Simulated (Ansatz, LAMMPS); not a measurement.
# Glassy 62P2O5-14Al2O3-24BaO (mol %) (160 atoms): support functions against a reference, part 3 of 3

Wanted: errors and times of a linear-scaling basis for glassy 62P2O5-14Al2O3-24BaO (mol %) (160 atoms). A setting counts as converged where the r.m.s. difference of forces stays under 1 % of the r.m.s. force.

Ansatz 0.2.0; Kohn-Sham DFT, PBE, PAW (set soft_2), plane waves.

The cell: 36 P, 8 Al, 7 Ba and 109 O. The quench rate of 300 K/ps is orders of magnitude faster than experiment. The starting topology of bonds comes from the classical model. The Brillouin zone is sampled at Γ only, in a cell whose shortest periodic width is 13 Å. The levels lack spin–orbit coupling.

So far. Step 10 (Another try, on a changed input): The fault in the input: a smearing of electronvolts (scf.occupations = {"method": "methfessel_paxton", "width": 1.0}). The fix is to set scf.occupations back to {"method": "fixed"}. Step 11 (With scf.occupations.method = "tetrahedron_uncorrected"): The program set the tetrahedra aside and kept another filling, so they aren't tested. Forces differ from the reference by 0.002 meV/Å r.m.s., 1.0e-4 % of their size.

### 13. The reference in detail

The comparisons rest on this run, so its electronic structure is set out here.

Length of the force by element:

```csv
element,coordination,atoms,mean length of the force (eV/Å),spread,least,most
Al,all,8,2.10,0.927,0.935,4.15
Ba,all,7,1.29,0.171,1.10,1.64
O,all,109,1.92,1.05,0.162,5.65
P,all,36,3.47,1.57,1.38,7.34
```

Intrinsic-atomic-orbital charges by element:

```csv
element,coordination,atoms,mean charge (e),spread,least,most
Al,all,8,1.35,0.0709,1.24,1.44
Ba,all,7,1.82,0.0232,1.80,1.87
O,all,109,-0.943,0.0919,-1.21,-0.815
P,all,36,2.20,0.0431,2.12,2.29
```

States in the cell by windows of 1 eV, zero at the Fermi level; the larger projections on atomic orbitals stand beside the total:

```csv
from (eV),to (eV),total,O p,P p,O s
-10,-9,20.0,14.0,2.2,1.4
-9,-8,37.8,27.5,4.2,2.9
-8,-7,45.1,35.3,3.9,3.4
-7,-6,69.8,57.7,4.6,4.3
-6,-5,80.9,69.3,4.2,3.8
-5,-4,86.9,78.0,3.2,2.4
-4,-3,85.5,78.8,2.3,1.6
-3,-2,82.1,77.0,1.8,0.8
-2,-1,40.1,38.1,0.7,0.2
-1,0,24.2,23.0,0.4,0.1
0,1,0.6,0.6,0.0,0.0
1,2,6.0,0.8,1.0,0.9
2,3,8.0,0.6,0.7,0.9
3,4,27.4,2.2,3.2,2.6
4,5,44.5,3.8,7.2,4.0
```

The curve was stored every 0.10 eV, coarse against its broadening of 0.08 eV, so these counts are rough.

With fixed occupations the program's Fermi level is the highest filled level; weight inside the gap is the broadening of levels at its edges.

Between -26 and -10 eV lie 339 more states.

The levels nearest the highest filled one (over half full), pooled over k-points and spins:

```csv
level less the highest filled one (eV),occupation
-0.578,2
-0.551,2
-0.241,2
-0.128,2
-0.0736,2
0,2
1.24,0
1.80,0
1.88,0
2.42,0
2.80,0
2.84,0
```

Electrostatic potential energy in the ac plane at fractional y = 0.389, with atoms of P and Al and Ba and O within 0.2 Å of it. With pseudopotentials it is smooth inside the atoms' cores, unlike the true potential.

Ten even steps from '0' (-40 eV) to '9' (11 eV), each cell a mean:
```
9998720005899999999999999999865675689
9986432247999999999999888898886555689
7751017889999999999998888889998872127
1123368999999999999998888889999972013
0004899999999999999998888889999998761
1025788888999999999999988889999999874
7630156446799999999999988885358999988
9841142002789999887788888761016999999
9998875214799998731134368886458999999
9999998657999987500015689999999999999
9999998425999998752357899999999999999
9999999878999999988889999999999999999
9999888889999999999999999999999999999
9888643357899999999999999999999998889
8886310025889999999999999999999877778
8886300015899999999999999999998754467
8888633357899999999999999877898764567
8899887789999999999999998610389877788
9899999999999999999999999721489998899
9889999999999998656899999998999999999
8888889999999998213789999999999999999
8885226999999999767899999999999999999
9984003789999999999999999999987667899
9998531137999999999999999999875565689
```
Columns run along a (13.2 Å; values clipped at the 3rd and 97th percentile), rows up along c (13.2 Å). Atoms in or near the plane, at fractional coordinates: P at (0.03, 0.80), Al at (0.86, 0.98), Ba at (0.17, 0.37), O at (0.73, 0.25), O at (0.13, 0.07), O at (0.77, 0.68), O at (0.10, 0.70), O at (0.93, 0.87).

Valence density in the ac plane at fractional y = 0.389, with atoms of P and Al and Ba and O within 0.2 Å of it. It is the smooth field of the valence electrons, not physical close to the nuclei.

Ten steps, logarithmic in the rise over the least value, from '0' (0.0 e/Å³) to '9' (6.4 e/Å³), each cell a mean:
```
0123454466542100000000000122322112221
2246775455432000000000011123332235543
4469985332210000000000111122221358986
5567864210000000000000111111101258987
3245431111100000000000011110000135665
4566542233321000011100001123332111234
3579965456542100122221222357875200012
2479875456542111234444543468996310000
0245544555421234554457764346774200000
0001124676421346664456653222221000000
0000125787421245554443221000000000000
0000023565310112222221100000000000000
0000123332100000001111111000000000000
0012456553100000000001222100000111110
0014665665200000000001232210001234331
1124665665211100000001122222111345543
2223456653223321000000112456532345543
4443223321234431100001124699852223333
4543110000123322232212223689752101113
3332110000001124676422111344321000012
2333443100000125887521100011000001122
3347886310000013565320000000000112343
2247997532110001222110000000001123444
1124676555431000001100000001111112332
```
Columns run along a (13.2 Å), rows up along c (13.2 Å). Atoms in or near the plane, at fractional coordinates: P at (0.03, 0.80), Al at (0.86, 0.98), Ba at (0.17, 0.37), O at (0.73, 0.25), O at (0.13, 0.07), O at (0.77, 0.68), O at (0.10, 0.70), O at (0.93, 0.87).

Mean intrinsic-atomic-orbital charges: Al +1.35, Ba +1.82, O -0.94, P +2.20 e.

### 14. Local order

These statistics describe the geometry on which the runs were made.

Density 2.88 g/cm³, 14.52 Å³ an atom.

Pair distribution functions g(r), in bins of 0.2 Å:

```csv
r (Å),total,O-O,O-P,O-Al,O-Ba,P-P,P-Al
1.40,1.06,0.00,3.46,0.00,0.00,0.00,0.00
1.60,3.39,0.00,10.79,1.14,0.00,0.00,0.00
1.80,0.69,0.00,0.35,8.53,0.00,0.00,0.00
2.00,0.06,0.00,0.00,0.84,0.00,0.00,0.00
2.20,0.11,0.12,0.00,0.86,0.00,0.00,0.00
2.40,1.53,3.30,0.00,0.00,0.00,0.00,0.00
2.60,1.32,2.62,0.03,0.00,1.52,0.00,0.00
2.80,0.61,0.86,0.15,0.13,2.65,0.00,0.00
3.00,0.69,0.76,0.16,0.00,1.33,3.22,2.07
3.20,0.71,0.62,0.34,0.20,0.60,2.01,7.18
3.40,0.73,0.69,0.79,0.81,0.64,0.50,1.41
3.60,1.06,0.83,1.53,1.62,0.65,0.21,0.50
3.80,1.20,0.77,1.96,1.98,0.94,0.10,0.00
4.00,1.36,0.89,2.15,1.86,0.53,0.96,0.60
4.20,1.19,0.94,1.42,1.62,0.89,1.54,0.54
4.40,0.93,0.99,0.73,0.99,1.30,1.02,0.84
4.60,1.04,1.12,0.84,0.75,1.09,1.63,1.81
4.80,1.12,1.40,0.70,0.83,0.99,1.56,1.54
5.00,1.01,1.22,0.66,0.90,1.50,1.09,1.02
5.20,0.98,1.08,0.75,0.83,1.58,1.01,0.82
5.40,0.95,0.97,0.99,0.62,0.92,0.92,0.87
5.60,0.96,0.95,1.10,0.87,0.81,0.68,0.93
5.80,0.98,0.92,1.14,1.10,0.76,0.76,1.23
6.00,0.92,0.84,0.98,1.11,1.04,0.67,1.17
6.20,1.01,0.88,1.19,1.38,0.79,0.93,0.75
6.40,1.03,0.96,0.99,1.08,1.29,1.11,0.78
```

Bonds by pair of elements; cutoffs follow the first minimum of g(r), held within bounds set by covalent radii, and pairs that aren't listed don't count as bonded:

```csv
pair A-B,cutoff (Å),bonds,mean length (Å),spread (Å),shortest (Å),B about A,A about B
O-P,2.11,148,1.55,0.071,1.45,1.36,4.11
O-Al,2.19,34,1.82,0.109,1.68,0.312,4.25
O-Ba,3.29,41,2.87,0.175,2.66,0.376,5.86
```

The cutoff for O-Al falls short of the minimum of g(r), so counts run low and odd coordinations can be artefacts.

How many atoms have how many bonded neighbours:

```csv
element,mean,1,2,3,4,5,6,7,8
Al,4.25,0,0,0,6,2,0,0,0
Ba,5.86,0,0,0,0,4,1,1,1
O,2.05,7,90,12,0,0,0,0,0
P,4.11,0,0,0,32,4,0,0,0
```

Oxygen atoms by the number of network formers (Si, P, Ge, B, Al, As, Ga) bound to them:

```csv
network formers bound to O,O atoms,per cent
0,0,0
1,36,33
2,73,67
```

Network units: each former by its oxygen neighbours and how many of them bridge to another former:

```csv
former,O neighbours,bridging O,atoms
P,4,2,10
P,4,3,14
P,4,4,8
P,5,4,2
P,5,5,2
Al,4,4,6
Al,5,5,2
```

Rings of the network by King's shortest-path rule, up to 12 atoms, one path for each pair of neighbours; H, halogens, alkali and alkaline-earth atoms are left out, and the last column divides by all other atoms, bonded or not:

```csv
ring size (atoms),rings,per network atom
8,5,0.033
10,11,0.072
12,8,0.052
```

First main peaks of g(r), for some of the pairs, lie near 2.5 Å (O-O), 1.5 Å (O-P), 1.8 Å (O-Al), 2.8 Å (O-Ba), 3.1 Å (P-P) and 3.2 Å (P-Al). 67 % of the oxygens bridge two formers (P and Al) and 33 % are non-bridging. The commonest P unit has 4 oxygens, 3 of them shared with other formers (14 of 36 atoms). Rings of 10 atoms are the most common (46 % of those counted); sizes run from 8 to 12, where the search stops.

Local excerpt of 10 atoms (numbers count through the whole input) about P32, which bears the longest force; x, y, z are measured from there.

```csv
atom,x,y,z,distance (Å),bonds,intrinsic-atomic-orbital charge (e),Fx,Fy,Fz (eV/Å)
P32,0.00,0.00,0.00,0.00,4,2.16,6.77,2.79,-0.43
O148,0.35,-0.21,-1.43,1.49,2,-1.03,-1.25,-0.90,-1.09
O137,1.17,0.70,0.72,1.54,2,-1.09,-1.40,-0.57,0.78
O155,-0.27,-1.32,0.75,1.54,2,-0.89,-1.25,-1.75,0.07
O75,-1.24,0.89,0.28,1.55,2,-0.87,-2.89,0.22,0.17
P4,-2.01,2.08,0.91,3.04,4,2.27,4.06,1.34,-0.29
P34,-0.18,-2.60,1.61,3.06,4,2.17,-0.97,-0.94,1.48
O128,2.91,-1.55,0.55,3.34,2,-1.01,0.31,0.48,-0.44
O80,-2.34,-1.59,-1.98,3.46,2,-1.08,0.90,0.52,-0.82
O129,-1.10,2.56,2.14,3.52,2,-0.86,-0.95,-1.83,-0.47
```

The column of bonds counts only the pairs O-P within 2.11 Å, O-Al within 2.19 Å, O-Ba within 3.29 Å; other neighbours, such as metal atoms beside each other in a compound, aren't counted, and periodic images can show an atom twice.

### 15. What came out

| Item | Value |
| --- | --- |
| free energy per atom | -844.2066 eV/atom |
| pressure | 2.414 GPa |
| r.m.s. force component | 1.513 eV/Å |
| gap (highest filled to lowest empty level) | 1.241 eV |
| wall time of the 9 DFT runs | 11 min |

**Reading.** Against plane waves at 420 eV, the forces differ by 1.3 meV/Å (0.083 %) with support functions medium. At 160 atoms the fastest of the runs at a preset level, support functions low, takes roughly 2.7 times the time of plane waves (whose run also made extra analyses, so the like-for-like ratio is larger), in 14 SCF cycles against 11. Differences between support functions and plane waves include what basis error the plane-wave run still has. As the typed spacing goes from 0.211 to 0.33 Å, the force difference goes from 1.1 to 31 meV/Å, and the time from 92 s to 53 s.

Between filled and empty levels lie 1.24 eV (at Γ alone); a semilocal functional tends to put such gaps too low. In a disordered cell it changes from sample to sample, and tail or defect levels can set it. 67 % of the oxygens bridge two formers (P and Al) and 33 % are non-bridging.

What to keep in mind: The force components of 1.5 eV/Å r.m.s. hold both thermal displacement and the mismatch between the potential that made the cell and DFT. The pressure of 2.4 GPa is that of one thermal frame, in which the classical model's bond lengths enter as well as the volume, without the kinetic term.

[Logs are printed without paths, hosts, clocks, repeated set-up lines and the standing remarks that a program may print on its own settings, such as how far it seeks lower states.]

[Hosts, paths, dates, database ids (printed as entryN), source tags and the programs' standing remarks are cut or masked in the printed files.]
